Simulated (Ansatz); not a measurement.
## Quasi-harmonic thermodynamics of KF (Carobbiite, Fm-3m)

Aim: the lattice, expansion, heat capacity and bulk modulus of KF (Carobbiite) as it warms.

What experiment has found for this phase:
- volume expansion coefficient 104.4 1e-6/K and heat capacity C_P per formula unit 49 J/mol/K near room temperature (given in “High-Throughput Prediction of Finite-Temperature Properties using the Quasi-Harmonic Approximation”, 2016, arXiv:1603.06924)
- volume expansion coefficient 95.1 1e-6/K near room temperature (given in “Descriptors for thermal expansion in solids”, 2017, arXiv:1701.03966)

Calculated with Ansatz 0.2.0; DFT r2SCAN, scalar-relativistic, plane waves, PAW.

## 1. The starting structure

The structure is cubic, space group Fm-3m (No. 225). The conventional cell has a = 5.344 Å, b = 5.344 Å, c = 5.344 Å, α = 90.00°, β = 90.00°, γ = 90.00°. K has 6 F at 2.67 Å nearest. Nearest to F lie 6 K at 2.67 Å. Farther neighbours and most contacts between anions are not listed.

## 2. A first coarse run

A cheap single point shows whether the cell is a metal or an insulator and how far it is from rest; that sets the k-mesh and the occupations of what follows.

input.yaml

```yaml
crystal:
  lattice:
    - [0.0, 2.67185, 2.67185]
    - [2.67185, 0.0, 2.67185]
    - [2.67185, 2.67185, 0.0]
  atoms:
    - { symbol: K, position: [0.0, 0.0, 0.0] }
    - { symbol: F, position: [0.5, 0.5, 0.5] }
kpoints:
  mp_grid: { grid: [6, 6, 6] }
hamiltonian:
  xc: r2scan
scf:
  occupations: { method: gaussian, width: 0.1 }
output:
  forces: true
  stress: true
  eigenvalues: true
```

Run with:

```bash
ansatz run input.yaml --threads 4 --pin off --max-ram 16384MiB --backend cpu --events-out ev --progress --plain --runs-dir out
```

Numbers of over 12 decimals in the logs are rounded to 6 here.

What it wrote:

```text
Engine: ansatz 0.2.0, aarch64-unknown-linux-gnu
Pseudopotentials: kind: paw
Pseudopotential: K, paw, valence charge 9, recommended cutoff 500 eV (meta_gga), K.paw.azcp
Pseudopotential: F, paw, valence charge 7, recommended cutoff 500 eV (meta_gga), F.paw.azcp
Functional definition: r2SCAN
  parameter k0 = 0.174
  parameter k1 = 0.065
  parameter a1 = 4.9479
  exchange = r2scan_x(k0 = k0, k1 = k1, a1 = a1)
  correlation = r2scan_c
Crystal: 2 atoms, lattice volume = 38.148 Å³
Basis set: ecut = 500 eV, 941 PW (Γ), exchange–correlation on 120×120×120 points (64 copies of the dense FFT grid, shifted against one another)
Bands: 12, of which v1, the nominal top of the filled ones, is band 8 counted from 1 (7 counted from 0)
Symmetry: 48 space group operations
Space group: Fm-3m (ITA 225), of the structure as read, at distance tolerance 3.4e-5 Å
k-points: 16 of 216
Non-local potential: K, projectors of the file, l = 0: 3, l = 1: 2, l = 2: 2
Non-local potential: F, projectors of the file, l = 0: 2, l = 1: 2, l = 2: 1
PAW form: soft (Blöchl's): semilocal exchange-correlation on the pseudo side does not see the compensation charge
PAW frozen core: K, regenerated for the run's functional (the file was generated under x = pbe(κ = 0.804, μ = 0.219515), c = pbe(β = 0.066725))
PAW frozen core: F, regenerated for the run's functional (the file was generated under x = pbe(κ = 0.804, μ = 0.219515), c = pbe(β = 0.066725))
PAW one-centre angular grid: K, 302 points (default); XC on 160 Gauss nodes
PAW one-centre angular grid: F, 302 points (default); XC on 160 Gauss nodes
Initial density: superposition of atomic densities (neutral atoms: chi_scale 0, normalization atom), corrected by the library's trained network
Initial wavefunctions: pseudopotential atomic-orbital guess
Functional: x = r2scan, c = r2scan; τ floored in thin density (d = 2e-4 eV/Å³)
SCF iter   1: F=—  HF=-2355.151339 eV  |F-HF|=—  |Δ(HF+E_count)|=         —  Δρ=7.35e-3  dr2=1.91e-2  dr2_τ=2.70e-2  ethr=1.77e-3  ⟨swp⟩=5.7  Hψ=1209  notcnv=0
preconditioner: auto → none  [insulator: Δε(μ)=7.145 eV  Ē_g=18.786 eV  σ=0.100 eV  W_gap=1.00  n_scr=14 (ndim 8)  ℏωp=22.5 eV  f_vac=0.133  D(μ)=0.00/eV (n_scr^D=0)  ε∞_Penn≈2.4]
SCF iter   2: F=—  HF=-2355.191740 eV  |F-HF|=—  |Δ(HF+E_count)|=   4.04e-2  Δρ=5.21e-3  dr2=3.71e-3  dr2_τ=8.50e-4  ethr=1.19e-4  ⟨swp⟩=2.0  Hψ=496  notcnv=0
SCF iter   3: F=—  HF=-2355.190880 eV  |F-HF|=—  |Δ(HF+E_count)|=   8.60e-4  Δρ=1.50e-3  dr2=3.19e-4  dr2_τ=5.87e-5  ethr=2.32e-5  ⟨swp⟩=2.0  Hψ=304  notcnv=0
SCF iter   4: F=—  HF=-2355.190847 eV  |F-HF|=—  |Δ(HF+E_count)|=   3.26e-5  Δρ=2.27e-4  dr2=4.52e-6  dr2_τ=1.84e-6  ethr=1.99e-6  ⟨swp⟩=2.0  Hψ=272  notcnv=0
SCF iter   5: F=—  HF=-2355.190853 eV  |F-HF|=—  |Δ(HF+E_count)|=   5.75e-6  Δρ=3.74e-5  dr2=2.67e-7  dr2_τ=6.76e-8  ethr=2.82e-8  ⟨swp⟩=2.0  Hψ=306  notcnv=0
SCF iter   6: F=-2355.190853 eV  HF=-2355.190853 eV  |F-HF|=5.87e-9  |Δ(HF+E_count)|=   1.78e-7  Δρ=5.09e-6  dr2=4.70e-9  dr2_τ=1.20e-9  ethr=6.25e-10  ⟨swp⟩=5.1  Hψ=952  notcnv=0
SCF 1 converged in 6 iterations: F = -2355.190853 eV  dr2 = 4.70e-9
  greatest PAW one-centre occupation: 0.989 electrons in one spin orbital (limit 2), on the K atom at site 0 (counted from 0), in its partial waves of l = 0
SCF converged after 6 iterations
Free energy (F): -2355.190853 eV
Harris-Foulkes:  -2355.190853 eV  (|F-HF|=5.87e-9)
Internal energy: -2355.190853 eV  (E = F + TS)
E sigma→0 (E₀):  -2355.190853 eV
Fermi energy:    4.331679 eV
--- Per-component energies (eV) ---
  E_band       = -138.838292
  E_kinetic    = 463.600231
  E_local      = -1112.289510  (includes V_loc(G=0)·N_el)
  E_nonlocal   = 85.224444
  E_hartree    = 401.766336
  E_xc         = -214.545528
  E_vxc        = -304.697880  (∫ρ·V_xc dr)
  E_paw        = -990.658293  (= ΣΔE_a)
  E_vpaw       = -94.210707  (= ΣTr[D̂ρ^β])
  E_aug_tail   = 0.000982  (compensation charges beyond the density's cutoff)
  E_vtau       = 20.002816  (kinetic-family band-sum trace: ∫τ·v_τ [+ j·A + Jᵃ·Aᵃ] dr)
  E_ewald      = -988.061939
  E_core_change = -0.227577  (= ΣΔE_core)
  E_smearing   = -0.000000  (= −TS)
  E_closure    = 0.000000  (closes the sum)
  Σ components = -2355.190853   (vs F -2355.190853, Δ=0.00e0)
--- Forces (eV/Å), atoms counted from 1 ---
  atom   1  K     -0.00000000    -0.00000000    -0.00000000
  atom   2  F      0.00000000    -0.00000000     0.00000000
  max |Σ_I F_I| component: 4.75e-29 eV/Å
--- Stress (GPa, compression-positive) ---
       -0.489072       0.000000      -0.000000
       -0.000000      -0.489072      -0.000000
       -0.000000      -0.000000      -0.489072
  P = ⅓ Tr σ = -0.4891 GPa (-4.891 kbar)
--- Band table (eV; the first three rows and the last of 16) ---
  k-point 0: bands = [... 4 lower, -8.6082, 0.9158, 0.9158, 0.9158, 7.7459, 12.3746, 12.3746, 12.3746]
  k-point 1: bands = [... 4 lower, -8.6171, 0.6954, 0.8290, 0.8290, 8.4881, 11.9159, 12.7411, 12.7411]
  k-point 2: bands = [... 4 lower, -8.6347, 0.3194, 0.6604, 0.6604, 10.0285, 11.6427, 13.4843, 13.4843]
  k-point 15: bands = [... 4 lower, -8.7271, 0.6087, 0.7354, 0.8061, 10.4504, 12.1467, 12.7862, 15.3631]
```

The job ended after 1.2 s (4 threads of Arm Neoverse V1, shared host; peak memory 0.38 GiB).

In the SCF lines HF is the Harris–Foulkes energy and dr2 the Hartree energy of the density residual, in eV; the loop may stop once dr2 is under the threshold and the program's other checks hold. Hψ counts applications of the Hamiltonian.

Numbers from this step:

| Item | Value |
| --- | --- |
| pressure | -0.4891 GPa |
| gap on the k-mesh | 6.830 eV |
| volume per atom | 19.07 Å³ |

The start is under -0.49 GPa at this level and looks like an insulator or semiconductor on this mesh.

## 3. Relaxation

The vibrations must be taken about the equilibrium of this functional, not about the starting cell, so the structure is relaxed.

input.yaml, the sections that differ from step 2:

```yaml
kpoints:
  mp_grid: { grid: [8, 8, 8] }
scf:
  occupations: { method: gaussian, width: 0.02 }
output:
  forces: true
  stress: true
  eigenvalues: true
  write_density: true
  write_potential: true
  elf: true
  volumetric_format: npy
relax:
  adjacent_minimum: "off"
  f_tol: 0.005
  max_steps: 80
  cell: { stress_tol: 0.05 }
# crystal, hamiltonian: as in step 2
```

What it wrote:

```text
[...]
Crystal: 2 atoms, lattice volume = 38.148 Å³
Basis set: ecut = 500 eV, 941 PW (Γ), exchange–correlation on 120×120×120 points (64 copies of the dense FFT grid, shifted against one another)
Bands: 12, of which v1, the nominal top of the filled ones, is band 8 counted from 1 (7 counted from 0)
Symmetry: 48 space group operations
[...]
k-points: 29 of 512
[...]
SCF iter   1: F=—  HF=-2355.151359 eV  |F-HF|=—  |Δ(HF+E_count)|=         —  Δρ=7.41e-3  dr2=1.95e-2  dr2_τ=2.71e-2  ethr=1.77e-3  ⟨swp⟩=6.5  Hψ=2371  notcnv=0
[...]
SCF iter   6: F=-2355.190853 eV  HF=-2355.190853 eV  |F-HF|=5.01e-9  |Δ(HF+E_count)|=   1.54e-7  Δρ=5.45e-6  dr2=4.81e-9  dr2_τ=1.24e-9  ethr=6.25e-10  ⟨swp⟩=8.0  Hψ=2335  notcnv=0
SCF 1 converged in 6 iterations: F = -2355.190853 eV  dr2 = 4.81e-9
[...]
relax step   1: F+E_penalty+E_count = -2355.19085349 eV  Δ(F+E_penalty+E_count) = +0.000e0 eV  max|allowed force component| = 1.939e-29 eV/Å  Δτ_max = 0.0000 Å  P = -0.489 GPa  Ω = 38.148 Å³  (6 SCF iters, dr2 threshold 1.00e-7 eV, accepted)
Crystal: 2 atoms, lattice volume = 37.591 Å³
[...]
iter 1 solved again at ethr=2.16e-6 eV; its pass at ethr=3.10e-3 eV (dr2=3.45e-4 eV) is discarded
[...]
SCF iter   5: F=-2355.191883 eV  HF=-2355.191883 eV  |F-HF|=1.12e-8  |Δ(HF+E_count)|=   2.05e-7  Δρ=6.80e-6  dr2=8.37e-9  dr2_τ=2.65e-9  ethr=1.25e-9  ⟨swp⟩=8.0  Hψ=2241  notcnv=0
SCF 2 converged in 5 iterations: F = -2355.191883 eV  dr2 = 8.37e-9
relax step   2: F+E_penalty+E_count = -2355.19188266 eV  Δ(F+E_penalty+E_count) = -1.029e-3 eV  max|allowed force component| = 8.165e-29 eV/Å  Δτ_max = 0.0000 Å  P = +0.008 GPa  Ω = 37.591 Å³  energy of the carried Pulay correction = +1.803e-4 eV  (5 SCF iters, dr2 threshold 2.00e-7 eV, accepted)
[...]
SCF iter   1: F=—  HF=-2355.191669 eV  |F-HF|=—  |Δ(HF+E_count)|=         —  Δρ=5.18e-5  dr2=1.09e-7  dr2_τ=3.08e-7  ethr=1.01e-6  ⟨swp⟩=2.3  Hψ=3154  notcnv=0
eigensolver tolerance schedule: the retry pair's looser diagonalisation over-reported the residual by 1486.02 of it (diagonalisation noise at 0.94 of the residual, at the tolerance the schedule requests for it); recorded, not acted on — ethr = c·dr2/N_el stays at c = 1.0e-1
[...]
SCF iter   2: F=—  HF=-2355.191670 eV  |F-HF|=—  |Δ(HF+E_count)|=   8.67e-7  Δρ=2.53e-5  dr2=3.16e-8  dr2_τ=4.11e-8  ethr=6.79e-10  ⟨swp⟩=2.1  Hψ=563  notcnv=0
[...]
SCF iter   5: F=-2355.191670 eV  HF=-2355.191670 eV  |F-HF|=3.18e-12  |Δ(HF+E_count)|=  4.91e-11  Δρ=2.50e-7  dr2=5.13e-12  dr2_τ=6.18e-12  ethr=1.00e-12  ⟨swp⟩=5.5  Hψ=1359  notcnv=0
SCF 3 converged in 5 iterations: F = -2355.191670 eV  dr2 = 5.13e-12
relax step   3: F+E_penalty+E_count = -2355.19166989 eV  Δ(F+E_penalty+E_count) = +2.128e-4 eV  max|allowed force component| = 4.444e-29 eV/Å  Δτ_max = 0.0000 Å  P = +0.013 GPa  Ω = 37.591 Å³  stress off target by 1.30e-2 GPa  SCF on the basis re-selected at this cell (its energy is not comparable with the rows above)  (5 SCF iters)
basis re-selected at this cell: Δ(F+E_penalty+E_count) = +2.128e-4 eV, ΔP = +0.005 GPa vs the last step (what re-selecting the basis moved, of the pressure what is left beyond the Pulay correction that the steps carried, after the strain that the cell walked since its last selection, with what the two solves' SCF thresholds leave and, on support functions, any second-order correction that the steps lacked; it is no m [...]
SCF converged after 5 iterations
Free energy (F): -2355.191670 eV
[...]
Internal energy: -2355.191670 eV  (E = F + TS)
E sigma→0 (E₀):  -2355.191670 eV
Fermi energy:    4.471656 eV
[...]
--- Stress (GPa, compression-positive) ---
        0.012950      -0.000000      -0.000000
        0.000000       0.012950       0.000000
       -0.000000      -0.000000       0.012950
  P = ⅓ Tr σ = 0.0130 GPa (0.130 kbar)
--- Band table (eV; the first three rows and the last of 29) ---
  k-point 0: bands = [... 4 lower, -8.4541, 1.0170, 1.0170, 1.0170, 7.9263, 12.5164, 12.5164, 12.5164]
  k-point 1: bands = [... 4 lower, -8.4595, 0.8816, 0.9640, 0.9640, 8.3641, 12.2167, 12.7325, 12.7325]
  k-point 2: bands = [... 4 lower, -8.4723, 0.5907, 0.8386, 0.8386, 9.4525, 11.8159, 13.2718, 13.2718]
  k-point 28: bands = [... 4 lower, -8.5439, 0.6150, 0.8697, 0.8697, 11.4031, 11.4031, 13.2297, 15.4660]
--- Relaxed structure (2 steps of the walk, 2 accepted, 1 SCFs on fresh bases) ---
  F+E_penalty+E_count = -2355.19166989 eV   max|allowed force component| = 4.444e-29 eV/Å   (the final SCF, on the basis selected at the relaxed cell)
  cell:  # Å, volume = 37.5909 Å³
    - [0, 2.658790, 2.658790]
    - [2.658790, 0, 2.658790]
    - [2.658790, 2.658790, 0]
  atoms:
    - { symbol: K, position: [0, 0, 0] }
    - { symbol: F, position: [0.500000, 0.500000, 0.500000] }
```

Elapsed: 2.4 s, on 4 threads; peak memory 0.42 GiB; 8.3 s of CPU time.

Relaxation path:

| step | energy less that of the first step (eV) | largest force component (eV/Å) | pressure (GPa) | volume (Å³) |
| --- | --- | --- | --- | --- |
| 1 | 0.0000 | 0.0000 | -0.49 | 38.15 |
| 2 | -0.0010 | 0.0000 | 0.01 | 37.59 |
| 3* | -0.0008 | 0.0000 | 0.01 | 37.59 |

Relaxation steps marked * repeat the geometry before them on a plane-wave basis chosen anew for their cell, so energy and pressure can jump there.

Forces are held to the 48 operations that the run works with; a distortion that breaks them can't arise in this run.

```csv
"conventional cell, symmetrised",before,after,change
a (Å),5.344,5.318,-0.5 %
b (Å),5.344,5.318,-0.5 %
c (Å),5.344,5.318,-0.5 %
volume (Å³/atom),19.07,18.80,-1.5 %
```

The relaxed structure:

```xyz
2
Lattice="0.0000 2.6588 2.6588 2.6588 0.0000 2.6588 2.6588 2.6588 0.0000" Properties=species:S:1:pos:R:3 pbc="T T T"
K     0.0000    0.0000    0.0000
F     2.6588    2.6588    2.6588
```

Numbers from this step:

```
pressure          : 0.01295 GPa
gap on the k-mesh : 6.909 eV
volume per atom   : 18.80 Å³
```

ELF in the ac plane of the conventional cell at fractional y = 0.000, with atoms of K and F within 0.2 Å of it. It is the smooth field of the valence electrons, not physical close to the nuclei.

Ten even steps from '0' (0.01) to '9' (0.86), each cell a mean:
```
898217978841699
997115898730499
652002454310146
100000010000001
432002566410134
885117999840378
797129989960488
687139978961597
896128999950489
764015899720257
210001232100011
321000111100012
985104677520278
998216989830599
799327867841698
```
Columns run along a (5.3 Å), rows up along c (5.3 Å), edges of the conventional cell, whose origin can differ from the input's. Atoms in or near the plane, at fractional coordinates: K at (0.00, 0.00), K at (0.50, 0.50), F at (0.50, 0.00), F at (0.00, 0.50).

Valence density in the ac plane of the conventional cell at fractional y = 0.000, with atoms of K and F within 0.2 Å of it. It is the smooth field of the valence electrons, not physical close to the nuclei.

Ten steps, logarithmic in the rise over the least value, from '0' (0 e/Å³) to '9' (12 e/Å³), each cell a mean:
```
774214798521367
653102465310246
321001222100023
110000111000001
220001233200012
642013566420135
973124777631258
984125777631269
863114677521247
431002454310124
110000122100001
210000111000012
542001343200134
764113687421257
775214899621367
```
Columns run along a (5.3 Å), rows up along c (5.3 Å), edges of the conventional cell, whose origin can differ from the input's. Atoms in or near the plane, at fractional coordinates: K at (0.00, 0.00), K at (0.50, 0.50), F at (0.50, 0.00), F at (0.00, 0.50).

Electrostatic potential energy in the ac plane of the conventional cell at fractional y = 0.000, with atoms of K and F within 0.2 Å of it. With pseudopotentials it is smooth inside the atoms' cores, unlike the true potential.

Ten even steps from '_' (-42 eV) to '@' (9 eV), each cell a mean:
```
__..**%%@@@@--....##@@@@##--__
::==##@@@@@@%%**##@@@@@@%%**--
##%%@@@@@@@@@@@@@@@@@@@@@@%%##
@@@@@@@@@@@@@@@@@@@@@@@@@@@@@@
@@@@@@@@@@@@%%####%%@@@@@@@@@@
**%%@@@@@@##==----**%%@@@@@@##
..==@@@@%%**..____--##@@@@##..
__::@@@@%%++______--##@@@@**..
::**@@@@@@**::__..==%%@@@@%%--
@@@@@@@@@@%%**++**##@@@@@@@@@@
@@@@@@@@@@@@@@%%%%@@@@@@@@@@@@
%%@@@@@@@@@@@@@@@@@@@@@@@@@@%%
++##%%@@@@@@@@@@@@@@@@@@@@##**
..--##@@@@@@**::==%%@@@@%%==..
__..++%%@@@@::__..**@@@@##::__
```
Columns run along a (5.3 Å; values clipped at the 3rd and 97th percentile), rows up along c (5.3 Å), edges of the conventional cell, whose origin can differ from the input's. Atoms in or near the plane, at fractional coordinates: K at (0.00, 0.00), K at (0.50, 0.50), F at (0.50, 0.00), F at (0.00, 0.50).

The relaxation ends with a pressure of 0.01 GPa.

(Continued in part 2 of 3.)

[Logs are printed without paths, hosts, clocks, repeated set-up lines and the standing remarks that a program may print on its own settings, such as how far it seeks lower states.]

[Hosts, paths, dates, database ids (printed as entryN), source tags and the programs' standing remarks are cut or masked in the printed files.]

[A step with changed settings may run another functional than the one named; its input shows which.]
